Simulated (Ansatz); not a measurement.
**Lattice dynamics of RaF2 (Fm-3m)**

Wanted: phonon frequencies of RaF2 (Fm-3m) and what follows from them.

Method: DFT PBEsol, scalar-relativistic, plane waves, PAW, in Ansatz 0.2.0.

Most raw output is cut from this account.

The database entry behind the starting cell is an old determination (1936), so it need not match the best structure at ambient conditions.

### 1. Starting point

Symmetry: Fm-3m, No. 225, cubic system. The conventional cell has a = 6.368 Å, b = 6.368 Å, c = 6.368 Å, α = 90.00°, β = 90.00°, γ = 90.00°. Nearest to Ra lie 8 F at 2.76 Å. Nearest to F lie 4 Ra at 2.76 Å. Farther neighbours and most contacts between anions are not listed.

### 2. Bringing the structure to rest

The volume is held at the value of the starting cell, and symmetry leaves nothing else free, so this is a single point.

input.yaml

```yaml
crystal:
  lattice:
    - [0.0, 3.184, 3.184]
    - [3.184, 0.0, 3.184]
    - [3.184, 3.184, 0.0]
  atoms:
    - { symbol: Ra, position: [0.0, 0.0, 0.0] }
    - { symbol: F, position: [0.25, 0.25, 0.25] }
    - { symbol: F, position: [0.75, 0.75, 0.75] }
kpoints:
  mp_grid: { grid: [6, 6, 6] }
hamiltonian:
  xc: pbesol
scf:
  occupations: { method: gaussian, width: 0.02 }
output:
  forces: true
  stress: true
  eigenvalues: true
```

The run is started by

```bash
ansatz run input.yaml --threads 8 --pin off --max-ram 16384MiB --backend cpu --events-out ev --progress --plain --runs-dir out
```

It took 0.38 s on 8 threads of Intel Xeon 6975P-C (Granite Rapids), shared host; peak memory 0.55 GiB.

Numbers from this step:

```
pressure           : -0.9615 GPa
gap on the k-mesh  : 5.969 eV
volume per atom    : 21.52 Å³
direct gap on mesh : 6.114 eV
```

At this level the gap is 5.97 eV on the k-mesh of the self-consistent run, which can miss the band edges.

### 3. Relaxing to small forces for the phonons

Symmetry and the fixed volume leave nothing to relax, so a single point is run on the k mesh and occupations of the first response run.

input.yaml, the sections that differ from step 2:

```yaml
kpoints:
  mp_grid: { grid: [8, 8, 8] }
scf:
  occupations: { method: fixed }
# crystal, hamiltonian, output: as in step 2
```

Run time: 0.47 s. Hardware: 8 threads; peak memory 0.58 GiB; 2.5 s of CPU time.

This step gave:

```yaml
pressure: -0.9616 GPa
gap_on_the_k_mesh: 5.941 eV
```

The forces vanish by symmetry. The volume is held at 21.52 Å³/atom, so a pressure of -0.96 GPa remains at this level.

### 4. Modes at Γ

The zone centre comes first: it holds the modes that light can see, as far as symmetry allows. The response to a homogeneous field gives the Born charges and the dielectric tensor.

Changes to input.yaml since step 3:

```diff
@@ -16,4 +16,6 @@
 output:
-  forces: true
-  stress: true
   eigenvalues: true
+phonons:
+  method: dfpt
+  dielectric: true
+  rigid_motions: translations
```

Wall time 8.4 s (8 threads); peak memory 1.3 GiB.

This step gave:

| Quantity | Value |
| --- | --- |
| sum-rule residual before enforcement | 1.27e-4 eV/Å² |
| miss of the charge sum rule | 7.65e-6 e |
| point group | m-3m |
| highest optical mode at the zone centre (no LO-TO term) | 221.3 cm⁻¹ |
| lowest optical zone-centre mode | 158.7 cm⁻¹ |
| mean high-frequency dielectric constant | 2.427 |
| largest Born charge (third of the trace) | 2.640 e |
| mean static dielectric constant | 8.911 |
| top of the zone-centre spectrum with the field | 304.1 cm⁻¹ |

Without the LO-TO term. Patterns of degenerate modes are one choice out of their space. Modes at Γ, with each element's share of the kinetic energy:

```tsv
mode	frequency (cm⁻¹)	symmetry	Ra %	F %
1	0.0	acoustic	86	14
2	0.0	acoustic	86	14
3	0.0	acoustic	86	14
4	158.7	T1u	14	86
5	158.7	T1u	14	86
6	158.7	T1u	14	86
7	221.3	T2g	0	100
8	221.3	T2g	0	100
9	221.3	T2g	0	100
```

Displacements in mode 4 (158.7 cm⁻¹), the largest set to 1:
```
Ra1  0.00 -0.01 -0.17
F2   0.00  0.08  1.00
F3   0.00  0.08  1.00
```

Displacements in mode 9 (221.3 cm⁻¹), the largest set to 1:
```
Ra1  0.00  0.00  0.00
F2  -0.09  0.78  1.00
F3   0.09 -0.78 -1.00
```

Optical modes at the zone centre, without and with the macroscopic field of the longitudinal modes; each column is sorted by frequency, so a row need not hold one and the same mode. Modes with and without the field, by row:

```tsv
rank among optical modes	no field (cm⁻¹)	q along (1, 0, 0) (cm⁻¹)
1	158.7	158.7
2	158.7	158.7
3	158.7	221.3
4	221.3	221.3
5	221.3	221.3
6	221.3	304.1
```

Born charge (rows field, columns displacement) (e), principal values of the symmetric part by kind of site:

```tsv
atom	atoms with these values	low	middle	high	mean
Ra1	1	2.64	2.64	2.64	2.64
F2	2	-1.32	-1.32	-1.32	-1.32
```

In full for F2:

```
-1.32  0.00  0.00
 0.00 -1.32  0.00
 0.00  0.00 -1.32
```

High-frequency dielectric tensor:

```
2.43 0.00 0.00
0.00 2.43 0.00
0.00 0.00 2.43
```

Static dielectric tensor (ions relaxed, fixed cell):

```
8.91 0.00 0.00
0.00 8.91 0.00
0.00 0.00 8.91
```

Transverse modes. Infrared lines, with heights relative to the strongest:

```tsv
position (cm⁻¹)	label	relative intensity
159	T1u	100
221	T2g	0.0
```

Before it was imposed, the acoustic sum rule was missed by 1.3e-4 eV/Å² and the charge sum rule by 7.6e-6 e. Small misses are needed for a sound result but don't prove that mesh and cutoff are converged. The lowest optical mode is real, 159 cm⁻¹.

### 5. Response at finite wavevector

Stability and thermal properties need the whole zone. Linear response on a 4×4×4 q mesh gives force constants as far as a supercell of that size would, and the tensors from the zone-centre run are typed in so that the long-range dipole term is interpolated apart.

input.yaml, the sections that differ from step 4:

```yaml
phonons:
  method: dfpt
  qmesh: [4, 4, 4]
  temperatures: { t_max: 400, t_step: 50 }
  qpath:
    path:
      - [[0.0, 0.0, 0.0], [0.5, 0.0, 0.5], [0.625, 0.25, 0.625]]
      - [[0.375, 0.375, 0.75], [0.0, 0.0, 0.0], [0.5, 0.5, 0.5], [0.5, 0.25, 0.75], [0.5, 0.0, 0.5]]
    npoints: 10
  non_analytic_term:
    high_frequency_dielectric_tensor: [[2.427, 0.0, 0.0], [0.0, 2.427, 0.0], [0.0, 0.0, 2.427]]
    born_effective_charges:
      - { species: Ra, tensor: [[2.6402, 0.0, 0.0], [0.0, 2.6402, 0.0], [0.0, 0.0, 2.6402]] }
      - { species: F, tensor: [[-1.3201, 0.0, 0.0], [0.0, -1.3201, 0.0], [0.0, 0.0, -1.3201]] }
      - { species: F, tensor: [[-1.3201, 0.0, 0.0], [0.0, -1.3201, 0.0], [0.0, 0.0, -1.3201]] }
    source: "zone-centre run at this cell"
# crystal, kpoints, hamiltonian, scf, output: as in step 4
```

Run time: 83 s. Hardware: 8 threads; peak memory 2.7 GiB; 10 min of CPU time.

This step gave:

```
sum-rule residual before enforcement                       : 1.28e-4 eV/Å²
lowest frequency on the path                               : 0 cm⁻¹
highest frequency on the path or at a solved wavevector    : 304.1 cm⁻¹
mean frequency                                             : 157.5 cm⁻¹
Debye temperature (second moment)                          : 321 K
logarithmic mean frequency                                 : 137.7 cm⁻¹
lowest mode on the q mesh (acoustic modes at Γ apart)      : 36.19 cm⁻¹
zero-point energy per atom                                 : 29.29 meV
heat capacity at 300 K                                     : 23.59 J/(mol atoms K)
vibrational entropy at 300 K                               : 36 J/(mol atoms K)
edges of the widest gap between branches, on path and mesh : 221.3, 268.6 cm⁻¹
```

Frequencies (cm⁻¹) solved at each irreducible wavevector; negative means imaginary. Frequencies by wavevector, by row:

```tsv
q in reciprocal lattice units	star	mode 1	mode 2	mode 3	mode 4	mode 5	mode 6	mode 7	mode 8	mode 9
0 0 0	1	0	0	0	158.7	158.7	158.7	221.3	221.3	221.3
0 0 0.25	8	36.2	36.2	74	164.9	164.9	206.8	212.6	212.6	289.3
0 0 -0.5	4	50.3	50.3	107.5	173.4	173.4	196.3	201.4	201.4	268.6
0 0.25 0.25	6	46	46	81.4	158.1	158.1	186.8	213.8	213.8	300.2
0 0.25 -0.5	24	60	74.5	102.9	158.1	165.4	168.4	201.1	210.7	283.6
0 0.25 -0.25	12	52.4	71.7	94.3	155.8	177.4	181.7	193.6	218.3	279.8
0 -0.5 -0.5	3	68.8	68.8	115.6	135.9	163.3	163.3	200.5	200.5	295.6
0.25 -0.5 -0.25	6	71.7	94.5	94.5	141	159.1	183.5	183.5	217.4	281.4
```

Interpolated from a 4×4×4 q mesh, with the LO-TO term (at Γ the limit along the path; where Γ stands inside the path, tables give the limit on arrival). The phonon branches at the labelled points (cm⁻¹):

```tsv
point	branch 1	branch 2	branch 3	branch 4	branch 5	branch 6	branch 7	branch 8	branch 9
Γ	0	0	0	159	159	221	221	221	304
halfway	46	46	81	158	158	187	214	214	300
X	69	69	116	136	163	163	200	200	296
halfway	67	75	112	138	163	166	199	204	292
U	64	87	103	144	161	173	195	210	285
jump to K	64	87	103	144	161	173	195	210	285
halfway	43	53	82	158	174	194	204	219	285
Γ	0	0	0	159	159	221	221	221	304
halfway	36	36	74	165	165	207	213	213	289
L	50	50	108	173	173	196	201	201	269
halfway	59	75	103	162	164	180	193	215	277
W	72	94	94	141	159	184	184	217	281
halfway	70	77	110	138	162	170	196	208	289
X	69	69	116	136	163	163	200	200	296
```

Tetrahedra on a 20×20×20 mesh, mean over bins of 5 cm-1. Interpolated from a 4×4×4 q mesh. Phonon density of states against wavenumber; read off at these points:

```tsv
wavenumber (cm⁻¹)	phonon density of states (1/cm⁻¹/cell)
2	4.0e-5
12	0.00124
18	0.00256
28	0.00673
32	0.00994
42	0.0208
52	0.0538
58	0.0581
62	0.0603
68	0.0582
78	0.0290
82	0.0281
92	0.0196
98	0.0503
102	0.0638
108	0.0204
118	1.2e-4
122	0
132	0
142	0.0169
148	0.0182
158	0.104
162	0.127
172	0.0751
182	0.0444
188	0.0292
198	0.056
208	0.0614
212	0.113
222	0.00191
228	0
238	0
248	0
252	0
262	0
272	0.0120
278	0.0400
282	0.0601
288	0.0368
292	0.0296
302	0.00363
```

The partial phonon density of states has structure finer than the step of the table below, so its rows give means over 10 cm⁻¹, whole bins alone (the curve runs from -10 to 323 cm⁻¹). Peaks (cm⁻¹: height): F 161.5: 0.127, 213.8: 0.113, 280.8: 0.0573; Ra 65.3: 0.0575, 100.9: 0.0594, 159.5: 0.00725.

Phonopy on the run's constants, 15x15x15 mesh, Gaussian sigma 2.4 cm-1. Interpolated from a 4×4×4 q mesh. Partial phonon density of states against wavenumber; means over each step; values in 1/cm⁻¹/cell:

```tsv
wavenumber (cm⁻¹)	F	Ra
0	1.4e-5	8.0e-5
10	1.2e-4	7.7e-4
20	4.7e-4	0.00319
30	9.5e-4	0.00742
40	0.00174	0.0166
50	0.00293	0.0398
60	0.00277	0.0554
70	0.00173	0.0435
80	0.00119	0.0272
90	0.00105	0.0250
100	0.00166	0.0492
110	3.9e-4	0.0163
120	2.3e-6	7.1e-4
130	4.8e-4	7.0e-7
140	0.0114	8.9e-5
150	0.0236	7.7e-4
160	0.102	0.00550
170	0.0736	0.00308
180	0.0500	0.00120
190	0.0398	3.7e-4
200	0.0550	2.3e-4
210	0.0850	2.0e-4
220	0.0465	8.4e-5
230	1.7e-4	0
240	0	0
250	0	0
260	5.4e-5	0
270	0.00836	1.0e-4
280	0.0457	9.9e-4
290	0.0318	0.00142
300	0.0104	9.2e-4
310	2.4e-4	3.4e-5
```

Harmonic thermodynamic functions per atom, from the density of states. Interpolated from a 4×4×4 q mesh. Thermodynamic functions, by row:

```tsv
T (K)	F_vib (meV/atom)	S (J/mol-atom/K)	C_V (J/mol-atom/K)
0	29.29	0	0
50	28.48	4.694	8.04
100	23.86	13.12	16.37
200	2.75	26.71	22.08
300	-30.02	36	23.59
400	-71.05	42.88	24.16
```

Harmonic mean-square displacement, third of the trace. Interpolated from a 4×4×4 q mesh. Mean square displacements, by row:

```tsv
T (K)	Ra1 U_eq (Å²)	F2 U_eq (Å²)	F3 U_eq (Å²)
0	0.00113	0.00491	0.00491
100	0.00313	0.00667	0.00667
300	0.00892	0.01505	0.01505
600	0.01776	0.02906	0.02906
```

Symmetry leaves 8 wavevectors to solve. The lowest mode among them, the acoustic zeros apart, lies at q = (0, 0, 0.25) and is real, 36.2 cm⁻¹.

### 6. Outcome

| Item | Value |
| --- | --- |
| space group (within 0.01 Å) | Fm-3m |
| volume per atom | 21.5 Å³ |
| gap on the k-mesh | 5.94 eV |
| highest optical mode at the zone centre (no LO-TO term) | 221 cm⁻¹ |
| top of the zone-centre spectrum with the field | 304 cm⁻¹ |
| lowest optical zone-centre mode | 159 cm⁻¹ |
| mean high-frequency dielectric constant | 2.43 |
| mean static dielectric constant | 8.91 |
| largest Born charge (third of the trace) | 2.64 e |
| lowest mode on the q mesh (acoustic modes at Γ apart) | 36.2 cm⁻¹ |
| highest frequency on the path or at a solved wavevector | 304 cm⁻¹ |
| zero-point energy per atom | 29.3 meV |
| heat capacity at 300 K | 23.6 J/(mol atoms K) |
| vibrational entropy at 300 K | 36 J/(mol atoms K) |
| Debye temperature (second moment) | 321 K |
| imaginary modes on the 4×4×4 q mesh | none |

What this shows: The structure is a minimum as far as tested: no mode is imaginary at the 8 irreducible wavevectors of the 4×4×4 mesh, and the softest away from the acoustic zeros lies at 36 cm⁻¹. Without the field, the optical modes at Γ span 159 to 221 cm⁻¹. The highest mode in this list at Γ, 221.3 cm⁻¹, is mostly motion of F (100 % of the kinetic energy). With the macroscopic field of the longitudinal modes the top of the zone-centre spectrum lies at 304 cm⁻¹, against 221 cm⁻¹ without it. Lattice motion raises the mean dielectric constant from 2.427 to 8.911. The strongest infrared line is at 159 cm⁻¹. On the path and the mesh, the widest gap between branches runs from 221 to 269 cm⁻¹. The volume was held at that of the database entry and not relaxed, so the modes belong to a cell under -0.96 GPa at this level. The program warns that the interpolation holds no quadrupole term, so branches close to Γ can be off in this crystal. Spin-orbit coupling is left out, which can matter for the heavy elements here. These are harmonic frequencies at zero temperature: anharmonic shifts, linewidths and thermal expansion are left out.

[Logs are printed without paths, hosts, clocks, repeated set-up lines and the standing remarks that a program may print on its own settings, such as how far it seeks lower states.]

[Hosts, paths, dates, database ids (printed as entryN), source tags and the programs' standing remarks are cut or masked in the printed files.]
